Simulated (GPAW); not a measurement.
Consider TiPd (Pm-3m).

```
Pd Ti
1.0
     3.18000    0.00000    0.00000
     0.00000    3.18000    0.00000
     0.00000    0.00000    3.18000
Pd Ti
1 1
Direct
  0.00000 0.00000 0.00000
  0.50000 0.50000 0.50000
```

Absorber: atom 1, with 8 Ti at 2.75 Å and 6 Pd at 3.18 Å (cube and octahedron, as in bcc, site symmetry m-3m). Method: GPAW, LDA, excited-electron core hole (neutral cell), 8-atom cell with 5.5 Å between holes, 6×6×6 k points, dipole transitions, Gaussian full width 2.25 eV up to 4 eV, rising linearly to 3.5 eV at 25 eV.

What does the Pd L₃ edge look like?

Main maxima up to 30 eV above the zero (height): 1.2 eV (1.61), 8.8 eV (1.13), 15.2 eV (1.26), 21.6 eV (1.15) and 28.8 eV (1.14). At an L edge the dipole rule selects empty d (and weakly s) states on the absorber, and the strong line at the onset measures the empty part of its d band. 

The Pd L₃ spectrum (energy from the lowest empty level; intensity scaled to a mean of 1 over the first 20 eV):

```tsv
E (eV)	intensity
-2.0	0.04
-1.5	0.12
-1.0	0.29
-0.5	0.59
0.0	0.97
0.5	1.34
1.0	1.58
1.5	1.59
2.0	1.40
2.5	1.10
3.0	0.82
3.5	0.65
4.0	0.56
4.5	0.51
5.0	0.48
5.5	0.47
6.0	0.50
6.5	0.60
7.0	0.76
7.5	0.92
8.0	1.05
8.5	1.12
9.0	1.13
9.5	1.11
10.0	1.09
10.5	1.07
11.0	1.05
11.5	1.04
12.0	1.04
12.5	1.04
13.0	1.06
13.5	1.10
14.0	1.16
14.5	1.22
15.0	1.25
15.5	1.25
16.0	1.21
16.5	1.13
17.0	1.04
17.5	0.96
18.0	0.90
18.5	0.87
19.0	0.88
19.5	0.93
20.0	1.00
20.5	1.07
21.0	1.13
21.5	1.15
22.0	1.15
22.5	1.12
23.0	1.08
23.5	1.04
24.0	1.01
24.5	0.98
25.0	0.96
25.5	0.96
26.0	0.98
26.5	1.01
27.0	1.04
27.5	1.08
28.0	1.12
28.5	1.14
29.0	1.14
29.5	1.11
30.0	1.06
30.5	0.99
31.0	0.91
31.5	0.85
32.0	0.80
```

Only the L₃ part is meant: spin–orbit coupling of the core level isn't computed and the L₂ copy isn't added. The script folds with a Gaussian, whereas the core hole's own line is a Lorentzian, so the onset is too steep and the first peak too high. The holes are only 5.5 Å apart, so the shape is probably not converged with cell size; no larger cell was run here. The structure is a published determination, not relaxed.

[Banner, clock and machine lines of the logs are left out without a mark of their own.]

[Logs are printed without paths, hosts, clocks, repeated set-up lines and the standing remarks that a program may print on its own settings, such as how far it seeks lower states.]

[Hosts, paths, dates, database ids (printed as entryN), source tags and the programs' standing remarks are cut or masked in the printed files.]

[Lists of maxima count a maximum above −3 eV only where it reaches 4 % of the highest in the window and stands out from its surroundings by 2 % of it (1.5 % where it reaches 55 %); shoulders and weaker maxima are passed over, and of the rest the first, up to two pre-edge ones and the few strongest are named.]
